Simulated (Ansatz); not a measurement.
# What LiPbBr3 (model cell, started as cubic perovskite with Pb in the octahedra) distorts into

Wanted: the energy along a soft mode of LiPbBr3 (model cell, started as cubic perovskite with Pb in the octahedra) and the structure at the end.

Calculated with Ansatz 0.2.0; DFT LDA, scalar-relativistic, plane waves, PAW; PAW set soft_1.

Report form: the programs' logs are mostly left out.

The structure was built from a prototype and need not be the compound's stable phase.

In doubt: the program warns that the response may not be converged on this k-mesh (step 8), which bears on the force constants and all frequencies.

### 1. Starting point

The structure is cubic, space group Pm-3m (No. 221). Conventional cell: a = 5.749 Å, b = 5.749 Å, c = 5.749 Å, α = 90.00°, β = 90.00°, γ = 90.00°. Nearest to Li lie 12 Br at 4.07 Å. Pb has 6 Br at 2.87 Å nearest. Nearest to Br lie 2 Pb at 2.87 Å. Farther neighbours and most contacts between anions are not listed.

### 2. Phonons on a q mesh

The cell comes from relaxations at this level that are not shown. Stability and thermal properties need the whole zone. Linear response on a 2×2×2 q mesh gives force constants as far as a supercell of that size would, and the tensors from the zone-centre run are typed in so that the long-range dipole term is interpolated apart.

The input, input.yaml:

```yaml
crystal:
  lattice:
    - [5.7491619174, 0.0, 0.0]
    - [0.0, 5.7491619174, 0.0]
    - [0.0, 0.0, 5.7491619174]
  atoms:
    - { symbol: Li, position: [0.0, 0.0, 0.0] }
    - { symbol: Pb, position: [0.5, 0.5, 0.5] }
    - { symbol: Br, position: [0.5, 0.5, 0.0] }
    - { symbol: Br, position: [0.5, 0.0, 0.5] }
    - { symbol: Br, position: [0.0, 0.5, 0.5] }
kpoints:
  mp_grid: { grid: [8, 8, 8] }
hamiltonian:
  xc: lda
  pseudopotentials: { kind: paw, azcp: { folder: soft_1 }, xc_functional: pbe }
scf:
  occupations: { method: fixed }
output:
  eigenvalues: true
phonons:
  method: dfpt
  qmesh: [2, 2, 2]
  temperatures: { t_max: 1000, t_step: 50 }
  qpath:
    path:
      - [[0.0, 0.0, 0.0], [0.0, 0.5, 0.0], [0.5, 0.5, 0.0], [0.0, 0.0, 0.0], [0.5, 0.5, 0.5], [0.0, 0.5, 0.0]]
      - [[0.5, 0.5, 0.5], [0.5, 0.5, 0.0]]
    npoints: 10
  non_analytic_term:
    high_frequency_dielectric_tensor: [[5.1615, 0.0, 0.0], [0.0, 5.1615, 0.0], [0.0, 0.0, 5.1615]]
    born_effective_charges:
      - { species: Li, tensor: [[1.3916, 0.0, 0.0], [0.0, 1.3916, 0.0], [0.0, 0.0, 1.3916]] }
      - { species: Pb, tensor: [[4.3618, 0.0, 0.0], [0.0, 4.3618, 0.0], [0.0, 0.0, 4.3618]] }
      - { species: Br, tensor: [[-0.7097, 0.0, 0.0], [0.0, -0.7097, 0.0], [0.0, 0.0, -4.334]] }
      - { species: Br, tensor: [[-0.7097, 0.0, 0.0], [0.0, -4.334, 0.0], [0.0, 0.0, -0.7097]] }
      - { species: Br, tensor: [[-4.334, 0.0, 0.0], [0.0, -0.7097, 0.0], [0.0, 0.0, -0.7097]] }
    source: "zone-centre run at this cell"
```

Started as:

```
$ ansatz run input.yaml --threads 4 --pin off --max-ram 16384MiB --backend cpu --events-out ev --progress --plain --runs-dir out
```

Run time: 5 min. Hardware: 4 threads of Arm Neoverse V1, shared host; peak memory 1.5 GiB; 19 min of CPU time.

This step gave:

```
gap on the k-mesh                                       : 0.9563 eV
volume per atom                                         : 38.01 Å³
sum-rule residual before enforcement                    : 1.43e-5 eV/Å²
lowest frequency on the path                            : -161.7 cm⁻¹
point group                                             : m-3m
highest frequency on the path or at a solved wavevector : 192.1 cm⁻¹
highest optical mode at the zone centre (no LO-TO term) : 124.4 cm⁻¹
lowest optical zone-centre mode                         : -161.7 cm⁻¹
lowest mode on the q mesh (acoustic modes at Γ apart)   : -161.7 cm⁻¹
```

Frequencies (cm⁻¹) solved at each irreducible wavevector; negative means imaginary. Frequencies by wavevector, by row:

| q in reciprocal lattice units | star | mode 1 | mode 2 | mode 3 | mode 4 | mode 13 | mode 14 | mode 15 |
| --- | --- | --- | --- | --- | --- | --- | --- | --- |
| 0 0 0 | 1 | -161.7 | -161.7 | -161.7 | -36 | 124.4 | 124.4 | 124.4 |
| 0 0 -0.5 | 3 | -154.9 | -154.9 | -33.4 | -33.4 | 124.4 | 124.4 | 179.8 |
| 0 -0.5 -0.5 | 3 | -146.6 | -139.9 | -139.9 | -51 | 124.4 | 162.5 | 178.2 |
| -0.5 -0.5 -0.5 | 1 | -159.1 | -159.1 | -159.1 | -51.1 | 162.2 | 162.2 | 181.4 |

Interpolated from a 2×2×2 q mesh, with the LO-TO term (at Γ the limit along the path; where Γ stands inside the path, tables give the limit on arrival). The phonon branches at the labelled points (cm⁻¹):

| point | branch 1 | branch 2 | branch 3 | branch 4 | branch 12 | branch 13 | branch 14 | branch 15 |
| --- | --- | --- | --- | --- | --- | --- | --- | --- |
| Γ | -162 | -162 | -129 | -36 | 38 | 124 | 124 | 192 |
| halfway | -158 | -158 | -88 | -34 | 73 | 124 | 124 | 187 |
| X | -155 | -155 | -33 | -33 | 102 | 124 | 124 | 180 |
| halfway | -151 | -147 | -102 | -44 | 106 | 124 | 146 | 178 |
| M | -147 | -140 | -140 | -51 | 110 | 124 | 162 | 178 |
| halfway | -155 | -140 | -113 | -41 | 78 | 124 | 139 | 181 |
| Γ | -162 | -162 | -129 | -36 | 38 | 124 | 124 | 192 |
| halfway | -147 | -147 | -125 | -43 | 77 | 141 | 141 | 177 |
| R | -159 | -159 | -159 | -51 | 101 | 162 | 162 | 181 |
| halfway | -153 | -147 | -128 | -46 | 105 | 142 | 149 | 178 |
| X | -155 | -155 | -33 | -33 | 102 | 124 | 124 | 180 |
| jump to R | -159 | -159 | -159 | -51 | 101 | 162 | 162 | 181 |
| halfway | -153 | -150 | -150 | -51 | 105 | 145 | 162 | 179 |
| M | -147 | -140 | -140 | -51 | 110 | 124 | 162 | 178 |

Symmetry leaves 4 wavevectors to solve. The lowest mode among them, the acoustic zeros apart, lies at Γ and is imaginary, 161.7i cm⁻¹, so the energy falls along it.

### 3. The mode frozen in, largest atomic shift 0 Å

The mode followed lies at Γ with frequency 161.7i cm⁻¹ and is 3-fold degenerate, the softest among the wavevectors solved. At small amplitude the distorted cell has space group no. 38 by a symmetry search on the positions. The undistorted cell that holds it gives the zero of energy on the same k mesh.

input.yaml, the sections that differ from step 2:

```yaml
scf:
  occupations: { method: gaussian, width: 0.02 }
output:
  forces: true
  stress: true
  eigenvalues: true
# crystal, kpoints, hamiltonian: as in step 2
# phonons: removed
```

It took 2.8 s on 4 threads; peak memory 0.5 GiB; 10 s of CPU time.

Numbers from this step:

| Item | Value |
| --- | --- |
| pressure | 1.91e-4 GPa |
| energy from the undistorted cell | 0 meV/atom |

At this level the gap is 0.96 eV on the k-mesh of the self-consistent run, which can miss the band edges.

### 4. The mode frozen in, largest atomic shift 0.6 Å

The atoms are moved along the unstable eigenvector, the largest shift by 0.6 Å, with the cell fixed.

input.yaml, the sections that differ from step 3:

```yaml
crystal:
  lattice:
    - [5.7491619174, 0.0, 0.0]
    - [0.0, 5.7491619174, 0.0]
    - [0.0, 0.0, 5.7491619174]
  atoms:
    - { symbol: Li, position: [0.0, 0.0737958114, 0.0737958114] }
    - { symbol: Pb, position: [0.5, 0.5003559298, 0.5003559298] }
    - { symbol: Br, position: [0.5, 0.4961389194, 0.0003897174] }
    - { symbol: Br, position: [0.5, 0.0003897174, 0.4961389194] }
    - { symbol: Br, position: [0.0, 0.4961389194, 0.4961389194] }
# kpoints, hamiltonian, scf, output: as in step 3
```

Wall time 12 s (4 threads); peak memory 0.65 GiB; 48 s of CPU time.

Numbers from this step:

```yaml
pressure: -0.008763 GPa
gap_on_the_k_mesh: 1.136 eV
energy_from_the_undistorted_cell: -25.07 meV/atom
```

The energy, extrapolated to zero smearing, is -25.07 meV/atom against the undistorted cell.

The run ends at a pressure of -0.01 GPa, with forces up to 0.38 eV/Å.

### 5. Energy along the mode, all amplitudes (two of the runs are shown above)

An imaginary frequency means negative curvature, so the energy should fall and then rise again as anharmonic terms take over.

This step gave:

```yaml
depth_at_the_lowest_point_sampled: 25.07 meV/atom
largest_atomic_shift_at_that_point: 0.6 Å
```

The energy from the parent by largest atomic shift:

| largest atomic shift (Å) | energy from the parent (meV/atom) |
| --- | --- |
| 0.000 | 0 |
| 0.040 | -0.114 |
| 0.080 | -0.454 |
| 0.140 | -1.39 |
| 0.220 | -3.43 |
| 0.320 | -7.23 |
| 0.450 | -14.2 |
| 0.600 | -25.1 |

Displacement at unit largest shift by atom:

| atom | x (Å) | y (Å) | z (Å) | size |
| --- | --- | --- | --- | --- |
| Li1 | 0.000 | 0.707 | 0.707 | 1.000 |
| Pb2 | 0.000 | 0.003 | 0.003 | 0.004 |
| Br3 | 0.000 | -0.037 | 0.004 | 0.037 |
| Br4 | 0.000 | 0.004 | -0.037 | 0.037 |
| Br5 | 0.000 | -0.037 | -0.037 | 0.052 |

The lowest of the steps tried is the last one, at 0.6 Å, 25.1 meV/atom below the parent; the bottom of the well need not coincide with a step.

### 6. Relaxing from the distorted cell

Starting from the lowest point found, all atoms and the cell are let go, so that strain and other modes of the same symmetry can join in.

Edit input.yaml of step 4 so:

```diff
@@ -17,3 +17,3 @@
 scf:
-  occupations: { method: gaussian, width: 0.02 }
+  occupations: { method: fixed }
 output:
@@ -22 +22,6 @@
   eigenvalues: true
+relax:
+  adjacent_minimum: "off"
+  f_tol: 0.002
+  max_steps: 120
+  cell: { stress_tol: 0.03 }
```

Elapsed: 2.5 min, on 4 threads; peak memory 0.77 GiB.

Step by step:

| step | energy less that of the first step (eV) | largest force component (eV/Å) | pressure (GPa) | volume (Å³) |
| --- | --- | --- | --- | --- |
| 1 | 0.0000 | 0.2714 | -0.01 | 190.03 |
| 2 | -0.1362 | 0.3751 | -0.20 | 191.54 |
| 3 | -0.3291 | 0.4389 | -0.16 | 191.47 |
| 4 | -0.5095 | 0.2851 | 0.11 | 190.82 |
| 5 | -0.5610 | 0.3296 | 0.33 | 192.35 |
| 6 | -0.6194 | 0.0506 | -0.18 | 194.23 |
| 7 | -0.6228 | 0.0201 | 0.09 | 192.23 |
| 8 | -0.6253 | 0.0206 | 0.05 | 193.02 |
| 9 | -0.6262 | 0.0040 | -0.02 | 193.93 |
| 10 | -0.6262 | 0.0059 | 0.01 | 193.73 |
| 11 | -0.6262 | 0.0004 | 0.00 | 193.78 |
| 12* | -0.6267 | 0.0004 | 0.00 | 193.78 |

Relaxation steps marked * repeat the geometry before them on a plane-wave basis chosen anew for their cell, so energy and pressure can jump there.

Forces are held to the 4 operations that the run works with; a distortion that breaks them can't arise in this run.

| conventional cell, symmetrised | before | after | change |
| --- | --- | --- | --- |
| a (Å) | 5.749 | 5.706 | -0.7 % |
| b (Å) | 8.131 | 7.935 | -2.4 % |
| c (Å) | 8.131 | 8.559 | +5.3 % |
| volume (Å³/atom) | 38.01 | 38.76 | +2.0 % |

The atoms that moved most (Å, as changes of fractional coordinates times the final cell):

| atom | dx | dy | dz | length |
| --- | --- | --- | --- | --- |
| Li1 | 0.000 | 0.686 | 0.686 | 0.971 |
| Br3 | 0.000 | -0.428 | -0.076 | 0.435 |
| Br4 | 0.000 | -0.076 | -0.428 | 0.435 |
| Br5 | 0.000 | -0.176 | -0.176 | 0.249 |
| Pb2 | 0.000 | -0.006 | -0.006 | 0.009 |

The relaxed structure:

```xyz
5
Lattice="5.7064 0.0000 0.0000 0.0000 5.8315 0.2206 0.0000 0.2206 5.8315" Properties=species:S:1:pos:R:3 pbc="T T T"
Li    0.0000    1.1331    1.1331
Pb    2.8532    3.0217    3.0217
Br    2.8532    2.4652    0.0362
Br    2.8532    0.0362    2.4652
Br    0.0000    2.8263    2.8263
```

This step gave:

```
pressure          : 0.002350 GPa
gap on the k-mesh : 1.963 eV
volume per atom   : 38.76 Å³
```

The distorted start has space group Amm2; the relaxation ends in Amm2.

### 7. The new phase in its own primitive cell

The relaxed structure is symmetrised, reduced to its primitive cell and relaxed tightly, as its phonons need.

input.yaml, the sections that differ from step 6:

```yaml
crystal:
  lattice:
    - [5.7063909666, 0.0, 0.0]
    - [0.0, 3.9675194049, 4.279494116]
    - [0.0, -3.9675194049, 4.279494116]
  atoms:
    - { symbol: Li, position: [0.0, 0.1872257917, 0.1872257917] }
    - { symbol: Pb, position: [0.5, 0.4992866541, 0.4992866541] }
    - { symbol: Br, position: [0.5, 0.4231111385, 0.9901945344] }
    - { symbol: Br, position: [0.5, 0.9901945344, 0.4231111385] }
    - { symbol: Br, position: [0.0, 0.4670011786, 0.4670011786] }
relax:
  adjacent_minimum: "off"
  f_tol: 0.001
  max_steps: 60
  cell: { stress_tol: 0.01 }
# kpoints, hamiltonian, scf, output: as in step 6
```

It took 29 s on 4 threads; peak memory 0.72 GiB; 1.9 min of CPU time.

Little changed from the start: no atom moved by 0.005 Å and no cell edge by 0.1 %.

Numbers from this step:

```
pressure           : 0.002349 GPa
direct gap on mesh : 2.021 eV
```

The largest force component left is 0.60 meV/Å and the pressure is 0.002 GPa, within the tolerances set. The cell now holds 38.76 Å³/atom.

### 8. Modes of the new phase

A relaxed structure may still be a saddle point, so its zone-centre modes are computed. The response to a homogeneous field gives the Born charges and the dielectric tensor.

Edit input.yaml of step 7 so:

```diff
@@ -19,9 +19,6 @@
 output:
-  forces: true
-  stress: true
   eigenvalues: true
-relax:
-  adjacent_minimum: "off"
-  f_tol: 0.001
-  max_steps: 60
-  cell: { stress_tol: 0.01 }
+phonons:
+  method: dfpt
+  dielectric: true
+  rigid_motions: translations
```

Wall time 8.8 min (4 threads); peak memory 5 GiB.

Numbers from this step:

```
sum-rule residual before enforcement                    : 1.00e-4 eV/Å²
miss of the charge sum rule                             : 0.01167 e
estimated error of the dielectric tensor                : 0.02433
estimated error of the Born charges                     : 0.04159 e
point group                                             : mm2
highest optical mode at the zone centre (no LO-TO term) : 354.8 cm⁻¹
lowest optical zone-centre mode                         : -194.3 cm⁻¹
mean high-frequency dielectric constant                 : 4.560
largest Born charge (third of the trace)                : 4.067 e
top of the zone-centre spectrum with the field          : 368.3 cm⁻¹
```

Without the LO-TO term. Patterns of degenerate modes are one choice out of their space. The modes at Γ (shares of kinetic energy by element, %) (negative means imaginary):

| mode | frequency (cm⁻¹) | symmetry | Li % | Pb % | Br % |
| --- | --- | --- | --- | --- | --- |
| 1 | -194.3 | B1 | 95 | 0 | 5 |
| 2 | -76.8 | B2 | 90 | 1 | 8 |
| 3 | -37.2 | A2 | 0 | 0 | 100 |
| 4 | -22.4 | B2 | 1 | 5 | 95 |
| 5 | 0.0 | acoustic | 2 | 46 | 53 |
| 6 | 0.0 | acoustic | 2 | 46 | 53 |
| 7 | 0.0 | acoustic | 2 | 46 | 53 |
| 8 | 35.4 | B2 | 5 | 17 | 77 |
| 9 | 48.2 | A1 | 4 | 22 | 73 |
| 10 | 49.9 | B1 | 3 | 29 | 68 |
| 11 | 57.3 | A1 | 0 | 21 | 79 |
| 12 | 93.6 | B2 | 2 | 31 | 67 |
| 13 | 126.1 | A1 | 0 | 11 | 89 |
| 14 | 137.3 | B1 | 0 | 26 | 74 |
| 15 | 354.8 | A1 | 94 | 0 | 6 |

Displacements in mode 1 (-194.3 cm⁻¹), the largest set to 1:
```
Li1  1.00  0.00  0.00
Pb2  0.00  0.00  0.00
Br3 -0.05  0.00  0.00
Br4 -0.05  0.00  0.00
Br5  0.00  0.00  0.00
```

Displacements in mode 15 (354.8 cm⁻¹), the largest set to 1:
```
Li1  0.00  0.00  1.00
Pb2  0.00  0.00  0.00
Br3  0.00  0.00  0.00
Br4  0.00  0.00  0.00
Br5  0.00  0.00 -0.07
```

Optical modes at the zone centre, without and with the macroscopic field of the longitudinal modes; each column is sorted by frequency, so a row need not hold one and the same mode. Modes with and without the field, by row:

| rank among optical modes | no field (cm⁻¹) | q along (1, 0, 0) (cm⁻¹) | q along (0, 1, 0) (cm⁻¹) | q along (0, 0, 1) (cm⁻¹) |
| --- | --- | --- | --- | --- |
| 1 | -194.3 | -159.7 | -194.3 | -194.3 |
| 2 | -76.8 | -76.8 | -37.2 | -76.8 |
| 3 | -37.2 | -37.2 | -31.8 | -37.2 |
| 4 | -22.4 | -22.4 | -21.1 | -22.4 |
| 5 | 35.4 | 35.4 | 42.4 | 35.4 |
| 6 | 48.2 | 48.2 | 48.2 | 48.8 |
| 7 | 49.9 | 50.2 | 49.9 | 49.9 |
| 8 | 57.3 | 57.3 | 57.3 | 69.4 |
| 9 | 93.6 | 93.6 | 126.1 | 93.6 |
| 10 | 126.1 | 126.1 | 137.3 | 137.3 |
| 11 | 137.3 | 195.1 | 170.6 | 165.6 |
| 12 | 354.8 | 354.8 | 354.8 | 368.3 |

Born charge (rows field, columns displacement) (e), principal values of the symmetric part by kind of site:

| atom | atoms with these values | low | middle | high | mean |
| --- | --- | --- | --- | --- | --- |
| Li1 | 1 | 0.99 | 1.09 | 1.40 | 1.16 |
| Pb2 | 1 | 4.00 | 4.09 | 4.12 | 4.07 |
| Br3 | 2 | -3.92 | -0.79 | -0.58 | -1.76 |
| Br5 | 1 | -3.91 | -0.74 | -0.45 | -1.70 |

In full for Li1:

```
1.40 0.00 0.00
0.00 1.09 0.00
0.00 0.00 0.99
```

High-frequency dielectric tensor:

```
4.59 0.00 0.00
0.00 4.73 0.00
0.00 0.00 4.35
```

Transverse modes; imaginary modes are left out. Lines of the infrared spectrum (strongest = 100):

| position (cm⁻¹) | label | relative intensity |
| --- | --- | --- |
| 35 | B2 | 4.3 |
| 48 | A1 | 2.0 |
| 50 | B1 | 0.3 |
| 57 | A1 | 19 |
| 94 | B2 | 86 |
| 126 | A1 | 69 |
| 137 | B1 | 100 |
| 355 | A1 | 55 |

Before it was imposed, the acoustic sum rule was missed by 1.0e-4 eV/Å² and the charge sum rule by 0.012 e. Small misses are needed for a sound result but don't prove that mesh and cutoff are converged. The lowest optical mode is imaginary, 194.3i cm⁻¹, so the energy falls along it.

The log warns of the k mesh: “the force constants stand on the 8×8×8 k-mesh, whose period is 13.38 times the interband length at k = (-0.5000, 0.3750, -0.3750), direct gap 2.092 eV, under 14: take them and everything formed from them as unconverged”.

### 9. What came out

| Quantity | Value |
| --- | --- |
| unstable mode of the parent | q = (0, 0, 0), 162i cm⁻¹ |
| depth at the lowest point sampled | 25.1 meV/atom |
| largest atomic shift at that point | 0.6 Å |
| space group reached (within 0.01 Å) | Amm2 |
| energy gained over the parent (first relaxation, on the mesh of the frozen mode) | 150 meV/atom |
| volume per atom, phase reached | 38.8 Å³ |
| gap on the k-mesh, phase reached | 1.96 eV |
| lowest optical zone-centre mode, phase reached | -194 cm⁻¹ |
| highest optical mode at the zone centre (no LO-TO term), phase reached | 355 cm⁻¹ |

What this shows: Along this mode the structure falls into Amm2, 150 meV/atom below the parent. At the parent's cell the well is 25.07 meV/atom deep on the steps tried, with its lowest point at a shift of 0.6 Å. That is the last step tried, so the steps alone don't bracket the bottom of the well. Relaxing atoms and cell changes the gain by +125.35 meV/atom against the lowest step (energies at zero smearing). Most of the total comes from this relaxation. The new phase still has an imaginary mode at the zone centre of its cell, so it is a saddle point on the way to a lower structure. Of the 6 patterns followed to their end from this parent, this one ends 127 meV/atom above the lowest, Imma. Each path keeps the symmetry of its pattern, so a lower phase may lie along a pattern not tried. With the field response the log warns that the k mesh is coarse for the force constants too, so the frequencies may not be converged. Spin-orbit coupling is left out, which can matter for the heavy elements here. The PAW files were made for PBE and serve the other functionals too. The starting cell was built on a prototype and not taken from a measurement, so the phase need not exist.

[Logs are printed without paths, hosts, clocks, repeated set-up lines and the standing remarks that a program may print on its own settings, such as how far it seeks lower states.]

[Hosts, paths, dates, database ids (printed as entryN), source tags and the programs' standing remarks are cut or masked in the printed files.]
